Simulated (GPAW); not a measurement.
# WS2 (2H monolayer): G0W0 with GPAW, start to end

Aim: the G0W0 gap of WS2 (2H monolayer) on LDA, step by step.

Program: GPAW 26.7.0. Level of theory: LDA and many-body steps on it, plane waves. Results are calculated unless marked as measured.

**Experimental background.**

- Gap 2.04 eV: optical gap, A exciton 1s state at K (excitonic, not quasiparticle gap); two-photon induced luminescence and reflectance; 10 K; monolayer (exfoliated monolayer on fused quartz, uncapped) on fused quartz (“Probing Excitonic Dark States in Single-layer Tungsten Disulfide”, 2014, arxiv:1403.5568).

- Gap 2.4 eV: quasiparticle direct gap at K, n=1 exciton energy plus estimated binding energy; reflectance contrast with empirical exciton scaling; 70 K; monolayer (exfoliated uncapped monolayer on fused silica) on fused silica (“Coulomb engineering of the bandgap in 2D semiconductors”, 2017, arxiv:1702.01204).

- Gap 2.27 eV: quasiparticle gap, capped by bilayer graphene, n=1 energy plus inferred exciton binding energy; reflectance contrast spectroscopy with empirical scaling; 70 K; monolayer (exfoliated monolayer covered with bilayer graphene) on fused silica (“Coulomb engineering of the bandgap and excitons in two-dimensional materials”, 2017, pmc:5418602).

- Gap 2.14 eV: transport (quasiparticle) gap of monolayer from electron and hole threshold voltage difference; ionic liquid gated FET transport; 240 K; monolayer (exfoliated monolayer on SiO2/Si covered by DEME-TFSI ionic liquid) (“Mono- and Bilayer WS2 Light-Emitting Transistors”, 2014, arxiv:1403.7551).

- Gap 1.97 eV: optical gap, A exciton photoluminescence peak; photoluminescence; monolayer (pristine CVD monolayer on SiO2/Si) (“Monolayer Vanadium‐Doped Tungsten Disulfide: A Room‐Temperature Dilute Magnetic Semiconductor”, 2020, pmc:7740087).

This is a selection; 30 further reports are not listed.

## 1. Starting point

The cell holds 3 atoms: 1 W and 2 S. Its edges and angles: a = 3.601 Å, b = 3.601 Å, c = 14.500 Å, α = 90.0°, β = 90.0°, γ = 120.0°. Vacuum lies along c.

The start is a generated structure, not a measured one. Spin-orbit coupling is left out unless a step names it.

## 2. Relaxation

This step: GPAW 26.7.0; DFT, LDA, plane waves, PAW.

Gaps follow bond lengths, so the structure is brought to rest first.

run.py reads:

```python
import json
import numpy as np
from gpaw.mpi import world
from ase import Atoms
from ase.constraints import FixSymmetry
from ase.filters import FrechetCellFilter
from ase.optimize import BFGS
from gpaw import GPAW, PW, FermiDirac

atoms = Atoms(['W', 'S', 'S'],
    cell=[[3.6013567800, 0.0000000000, 0.0000000000],
      [-1.8006783900, 3.1188664596, 0.0000000000],
      [0.0000000000, 0.0000000000, 14.5000000000]],
    scaled_positions=[[0.3333333333, 0.6666666667, 0.5000000000],
      [0.6666666667, 0.3333333333, 0.6212512193],
      [0.6666666667, 0.3333333333, 0.3787487807]],
    pbc=(True, True, False))
atoms.set_constraint(FixSymmetry(atoms))
atoms.calc = GPAW(mode=PW(550),
    xc='LDA',
    kpts={'size': (9, 9, 1), 'gamma': True},
    occupations=FermiDirac(0.02),
    convergence={'density': 1e-5},
    txt='relax.txt')
steps = []
opt = BFGS(FrechetCellFilter(atoms, mask=[1, 1, 0, 0, 0, 1]), logfile='bfgs.log')
opt.attach(lambda: steps.append([atoms.get_potential_energy(), atoms.cell[:], atoms.positions.copy(), atoms.get_forces()]))
converged = opt.run(fmax=0.03, steps=50)
res = {'converged': bool(converged), 'steps': steps, 'cell': atoms.cell[:], 'frac': atoms.get_scaled_positions()}

if world.rank == 0:
    with open('result.json', 'w') as f:
        json.dump(res, f, default=lambda x: x.tolist())
```

Command:

```bash
$ mpirun -n 4 gpaw python run.py
```

Numbers of over 12 decimals in the logs are rounded to 6 here.

The program printed:

```text
Step     Time          Energy          fmax
BFGS:    0       -21.484709        4.625508
BFGS:    1       -22.503564        4.220744
BFGS:    2       -24.560134        1.915949
[...]
BFGS:    6       -24.860812        0.040190
BFGS:    7       -24.860884        0.008014
```

Run time: 50 s. Hardware: 4 MPI ranks of Arm Neoverse V1, shared host; peak memory 0.84 GiB.

Relaxation path:

```tsv
step	energy less that of the first step (eV)	largest force (eV/Å)
1	0.0000	4.0130
2	-1.0189	3.5301
3	-3.0754	0.6515
4	-3.1907	1.9863
5	-3.2880	0.6686
6	-3.3163	0.4788
7	-3.3761	0.0330
8	-3.3762	0.0080
```

The atoms that moved most (Å):

```tsv
atom	dx	dy	dz	length
S3	0.000	0.000	0.199	0.199
S2	0.000	0.000	-0.199	0.199
```

Final coordinates:

```xyz
3
Lattice="3.1224 0.0000 0.0000 -1.5612 2.7041 0.0000 0.0000 0.0000 14.5000" Properties=species:S:1:pos:R:3
W     0.0000    1.8027    7.2500
S     1.5612    0.9014    8.8094
S     1.5612    0.9014    5.6906
```

## 3. Ground state

The ground-state density comes first.

run.py reads:

```python
import json
import numpy as np
from gpaw.mpi import world
from ase import Atoms
from gpaw import GPAW, PW, FermiDirac

atoms = Atoms(['W', 'S', 'S'],
    cell=[[3.1224061334, 0.0000000000, 0.0000000000],
      [-1.5612030667, 2.7040830325, 0.0000000000],
      [0.0000000000, 0.0000000000, 14.5000000000]],
    scaled_positions=[[0.3333333333, 0.6666666667, 0.5000000000],
      [0.6666666667, 0.3333333333, 0.6075445400],
      [0.6666666667, 0.3333333333, 0.3924554600]],
    pbc=(True, True, False))
calc = GPAW(mode=PW(450),
    xc='LDA',
    kpts={'size': (12, 12, 1), 'gamma': True},
    occupations=FermiDirac(0.001),
    nbands=-7,
    convergence={'density': 1e-6, 'bands': -3},
    maxiter=100,
    txt='gs.txt')
atoms.calc = calc
res = {'energy': atoms.get_potential_energy()}
kpts = calc.get_ibz_k_points()
res['kpts'] = kpts
res['eigenvalues'] = [calc.get_eigenvalues(kpt=k) for k in range(len(kpts))]
res['n_electrons'] = calc.get_number_of_electrons()
calc.write('gs.gpw')

if world.rank == 0:
    with open('result.json', 'w') as f:
        json.dump(res, f, default=lambda x: x.tolist())
```

Command:

```bash
$ mpirun -n 4 gpaw python run.py
```

The program printed:

```text
__  _  _
 | _ |_)|_||  |
 |__||  | ||/\| - 26.7.0

Input parameters:
  mode=PW(ecut=450.000000),
  convergence={'density': 1e-06, 'bands': -3},
  kpts=MonkhorstPack(size=(12, 12, 1), gamma=True),
  maxiter=100,
  nbands=-7,
  occupations=Occupations(name='fermi-dirac', width=0.001, fixmagmom=False),
  xc=XC(name='LDA')
  [... matrices ...]
Diagonalizing LCAO Hamiltonian
Converting LCAO to pw mode

           S

        W

           S

Atoms  # Å, Bohr magnetons
|   | symbol |         x |        y |        z |    initial magnetic moments |
| 0 |      W | -0.000000 | 1.802722 | 7.250000 | ( 0.0000,  0.0000,  0.0000) |
| 1 |      S |  1.561203 | 0.901361 | 8.809396 | ( 0.0000,  0.0000,  0.0000) |
| 2 |      S |  1.561203 | 0.901361 | 5.690604 | ( 0.0000,  0.0000,  0.0000) |

Unit cell  # Å
| periodic |         x |        y |         z |   lengths |     angles |
|      yes |  3.122406 | 0.000000 |  0.000000 |  3.122406 |  90.000000 |
|      yes | -1.561203 | 2.704083 |  0.000000 |  3.122406 |  90.000000 |
|       no |  0.000000 | 0.000000 | 14.500000 | 14.500000 | 120.000000 |

Number of symmetries: 12
Symmetry operations  # r_c * U_cc + t_c -> r_c
|    | kind |            matrix            |
|  0 |  σ   |  1, 1, 0,  0,-1, 0,  0, 0, 1 |
|  1 |  C2  |  1, 1, 0,  0,-1, 0,  0, 0,-1 |
|  2 |  E   |  1, 0, 0,  0, 1, 0,  0, 0, 1 |
|  3 |  σ   |  1, 0, 0,  0, 1, 0,  0, 0,-1 |
|  4 |  C3  |  0, 1, 0, -1,-1, 0,  0, 0, 1 |
|  5 |  S3  |  0, 1, 0, -1,-1, 0,  0, 0,-1 |
|  6 |  σ   |  0,-1, 0, -1, 0, 0,  0, 0, 1 |
|  7 |  C2  |  0,-1, 0, -1, 0, 0,  0, 0,-1 |
|  8 |  σ   | -1, 0, 0,  1, 1, 0,  0, 0, 1 |
|  9 |  C2  | -1, 0, 0,  1, 1, 0,  0, 0,-1 |
| 10 |  C3  | -1,-1, 0,  1, 0, 0,  0, 0, 1 |
| 11 |  S3  | -1,-1, 0,  1, 0, 0,  0, 0,-1 |

BZ-sampling:
  Number of BZ points: 144
  Number of IBZ points: 19

  Monkhorst-Pack size: [12, 12, 1]
  Monkhorst-Pack shift: [0.041667, 0.041667, 0.0]

K-points  # in reciprocal-cell coordinates
|     |                                coordinates |     weight |
|   0 | ( -0.00000000,  -0.00000000,   0.00000000) | 0.00694444 |
|   1 | (  0.08333333,  -0.00000000,   0.00000000) | 0.04166667 |
|   2 | (  0.16666667,  -0.08333333,   0.00000000) | 0.04166667 |
|   3 | (  0.16666667,  -0.00000000,   0.00000000) | 0.04166667 |
|   4 | (  0.25000000,  -0.08333333,   0.00000000) | 0.08333333 |
|   5 | (  0.25000000,  -0.00000000,   0.00000000) | 0.04166667 |
|   6 | (  0.33333333,  -0.16666667,   0.00000000) | 0.04166667 |
|   7 | (  0.33333333,  -0.08333333,   0.00000000) | 0.08333333 |
|   8 | (  0.33333333,  -0.00000000,   0.00000000) | 0.04166667 |
|   9 | (  0.33333333,   0.33333333,   0.00000000) | 0.01388889 |
| ... |                                            |            |
|  18 | (  0.50000000,   0.50000000,   0.00000000) | 0.02083333 |

Plane wave coefficients: 2703
Cutoff: 450.000000 eV

Spin-components: 1 (collinear spins)
Bands:           20
Projectors:      16
Spin-degeneracy: 2
Datatype:        complex128

  Storage: CPU
  Wave functions: 16_434_240 bytes (4_108_560 per core)
  Projectors: 18_899_376 bytes (4_724_844 per core)
  [... matrices ...]
Parallelization:
  kpt:    4
  domain: 1
  band:   1

Density:
  Valence electrons: 26.0
  Components: 1
  Grid points: [16 16 72]
  Charge: 0.0  # |e|

Potential:
  Grid points: [16 16 72]

species:
  W:
    name:    Tungsten
    Z:       74.0
    valence: 14
    core:    60
    charge:  0.0  # [|e|]
    compensation charges:
      type: gauss
      rc: 0.40  # [Å]
      lmax: 2
    cutoffs:
      filter: 2.36  # [Å]
      core: 3.02  # [Å]
    projectors
    | kind |    occ | energy [eV] | rcut [Å] |
    |   5s |  2.000 |     -79.053 |    1.344 |
    |   6s |  2.000 |      -5.886 |    1.344 |
    |   5p |  6.000 |     -43.417 |    1.355 |
    |   6p |  0.000 |      -1.469 |    1.355 |
    |   5d |  4.000 |      -4.693 |    1.228 |
    |    d |        |      22.518 |    1.228 |

    Using partial waves for W as LCAO basis

  S:
    name:    Sulfur
    Z:       16.0
    valence: 6
    core:    10
    charge:  0.0  # [|e|]
    compensation charges:
      type: gauss
      rc: 0.24  # [Å]
      lmax: 2
    cutoffs:
      filter: 1.77  # [Å]
      core: 1.66  # [Å]
    projectors
    | kind |    occ | energy [eV] | rcut [Å] |
    |   3s |  2.000 |     -17.278 |    0.974 |
    |   3p |  4.000 |      -7.106 |    0.979 |
    |    s |        |       9.933 |    0.974 |
    |    p |        |      20.105 |    0.979 |
    |    d |        |       0.000 |    0.900 |

    Using partial waves for S as LCAO basis

Reference energy: -460165.274101  # eV

eigensolver:
  PPCG
  Converge bands: -3
  niter=2

density mixing:
  MSR1-Mixer
  Pratt-step length: 0.05
  Maximum mixing coefficient: 0.75
  Old densities: 10
  SVD Regularization: 0.005
  Good broyden scale: 1.0
  Trust region scale: 1.0
  Backstep threshold: 4.0
  History deletion threshold: 6.0
  Fourier metric: weight=20.0, sigma=0.015

occupation numbers:
  Fermi-Dirac:
    width: 0.0010  # eV

poisson solver:
  ecut: 3600.000000  # eV

xc functional:
  name: None

Initialization done in: 1.089 s

convergence criteria:
- Maximum integral of absolute [dens]ity change: 1e-06 electrons / valence electron
- Maximum [total energy] change in last 3 cyles: 0.0005 eV / valence electron
- Maximum integral of absolute [eigenst]ate change: 4e-08 eV^2 / valence electron
maximum number of iterations: 100

SCF iterations
|iter     |     time |      energy | eigst |  dens |
|iter:   1|  |  -25.213693 | +0.69 |       |
|iter:   2|  |  -25.194695 | -0.66 | -1.19 |
|iter:   3|  |  -24.964982 | -0.86 | -1.22 |
|iter:   4|  |  -24.949453 | -0.88 | -1.60 |
|iter:   5|  |  -24.848469 | -1.43 | -1.57 |
|iter:   6|  |  -24.845520 | -2.96 | -2.01 |
|iter:   7|  |  -24.845544c| -4.11 | -2.89 |
|iter:   8|  |  -24.845539c| -4.95 | -3.51 |
|iter:   9|  |  -24.845540c| -5.66 | -4.34 |
|iter:  10|  |  -24.845540c| -6.22 | -4.88 |
|iter:  11|  |  -24.845540c| -6.69 | -5.33 |
|iter:  12|  |  -24.845540c| -7.11 | -5.90 |
|iter:  13|  |  -24.845540c| -7.49c| -6.48c|

Converged in 13 steps
SCF loop duration: 5.140 s (0.395 s/step)
Energy contributions relative to reference atoms: (reference = -460165.274101)
  [... matrices ...]
Energy contributions:
  Kinetic:          21.291392
  Coulomb:         -22.115273
  Zero:             -0.013929
  External:          0.000000
  Xc:              -24.007731
  Entropy:          -0.000000
  Spinorbit:         0.000000
  ----------------------------
  Free energy:     -24.845540
  Extrapolated:    -24.845540

dipole moment: (0.326176, -0.188314, 0.000017)  # |e|*Ang

Fermi level: 0.980
Eigenvalues  # (at kpt = [-0.000, -0.000, 0.000])
| band index |      eig [eV] | occ [0-2] |
|          0 |       -73.582 |     2.000 |
|        ... |               |           |
|          5 |       -13.132 |     2.000 |
|          6 |        -6.477 |     2.000 |
|          7 |        -2.807 |     2.000 |
|          8 |        -2.807 |     2.000 |
|          9 |        -2.143 |     2.000 |
|         10 |        -1.488 |     2.000 |
|         11 |        -1.488 |     2.000 |
|         12 |        -0.089 |     2.000 |
|         13 |         3.130 |     0.000 |
|         14 |         3.130 |     0.000 |
|         15 |         3.331 |     0.000 |
|         16 |         3.331 |     0.000 |
|         17 |         5.233 |     0.000 |
|         18 |         5.867 |     0.000 |
|         19 |         5.892 |     0.000 |

Gap: 1.996 eV
Transition (v -> c):
  (s=0, k=9, n=12, [0.33, 0.33, 0.00]) -> (s=0, k=9, n=13, [0.33, 0.33, 0.00])
No difference between direct/indirect transitions
vacuum-level: 6.014  # V
# Writing to gs.gpw (mode='')
  [... matrices ...]
```

It took 8.2 s on 4 MPI ranks; peak memory 0.64 GiB.

Numbers from this step:

```yaml
total_energy: -24.85 eV
gap: 1.996 eV
k_of_the_valence_top: 0.3333, 0.3333, 0
k_of_the_conduction_bottom: 0.3333, 0.3333, 0
least_direct_gap: 1.996 eV
```

The gap is direct, at (0.333, 0.333, 0.000).

## 4. Empty states on the mesh, 9×9×1 mesh, 208 bands

The sums over transitions need many empty states on a uniform mesh; this step solves for them.

run.py reads:

```python
import json
import numpy as np
from gpaw.mpi import world
from gpaw import GPAW

calc = GPAW('gs.gpw').fixed_density(kpts={'size': (9, 9, 1), 'gamma': True},
    parallel={'domain': 1, 'band': 1},
    txt='nscf.txt')
calc.diagonalize_full_hamiltonian(nbands=208)
calc.write('full.gpw', mode='all')
res = {}
kpts = calc.get_ibz_k_points()
res['kpts'] = kpts
res['eigenvalues'] = [calc.get_eigenvalues(kpt=k) for k in range(len(kpts))]
res['n_electrons'] = calc.get_number_of_electrons()

if world.rank == 0:
    with open('result.json', 'w') as f:
        json.dump(res, f, default=lambda x: x.tolist())
```

Command:

```bash
$ mpirun -n 4 gpaw python run.py
```

The program printed:

```text
Diagonalizing LCAO Hamiltonian
Converting LCAO to pw mode
convergence criteria:
- Maximum integral of absolute [eigenst]ate change: 4e-08 eV^2 / valence electron
maximum number of iterations: 100

SCF iterations
|iter     |     time |      energy | eigst |  dens |
|iter:   1|  |             | +0.53 |       |
|iter:   2|  |             | -0.93 |       |
|iter:   3|  |             | -2.17 |       |
[...]
|iter:  11|  |             | -6.79 |       |
|iter:  12|  |             | -7.28 |       |
|iter:  13|  |             | -7.59c|       |
SCF steps: 13
  __  _  _
 | _ |_)|_||  |
 |__||  | ||/\| - 26.7.0

Input parameters:
  mode=PW(ecut=450.000000),
  convergence={'density': 1e-06, 'bands': -3},
  gpts=array([16, 16, 72]),
  kpts=MonkhorstPack(size=(9, 9, 1), gamma=True),
  maxiter=100,
  nbands=20,
  occupations=Occupations(name='fermi-dirac', width=0.001, fixmagmom=False),
  parallel={'domain': 1, 'band': 1},
  xc=XC(name='LDA')
Matrix size: 2703x2703
# Writing to full.gpw (mode='all')
  [... matrices ...]

timing:  # [seconds]
  Total: 68.312  # ━━━━━━━━━━━━━━━━━━━━━━━━━━━━━━━━━━━━━━━━━━━━━━━━━━━━━━━━━━
```

Run time: 74 s. Hardware: 4 MPI ranks; peak memory 2.9 GiB.

This step gave:

| Item | Value |
| --- | --- |
| gap | 1.996 eV |
| k of the valence top | 0.3333, 0.3333, 0 |
| k of the conduction bottom | 0.3333, 0.3333, 0 |
| least direct gap | 1.996 eV |
| k points computed | 12 |
| lowest point of the top converged band, above the valence top | 76.1609 eV |

On this mesh the gap is 1.996 eV.

(Continued in part 2 of 2.)

[Paths, hosts, dates, memory and timing lines, banners, echoed tables and standing remarks are left out of the program output.]

[Logs are printed without paths, hosts, clocks, repeated set-up lines and the standing remarks that a program may print on its own settings, such as how far it seeks lower states.]

[Runs of the session that timed out or met a known fault of the program may be left out.]

[Hosts, paths, dates, database ids (printed as entryN), source tags and the programs' standing remarks are cut or masked in the printed files.]
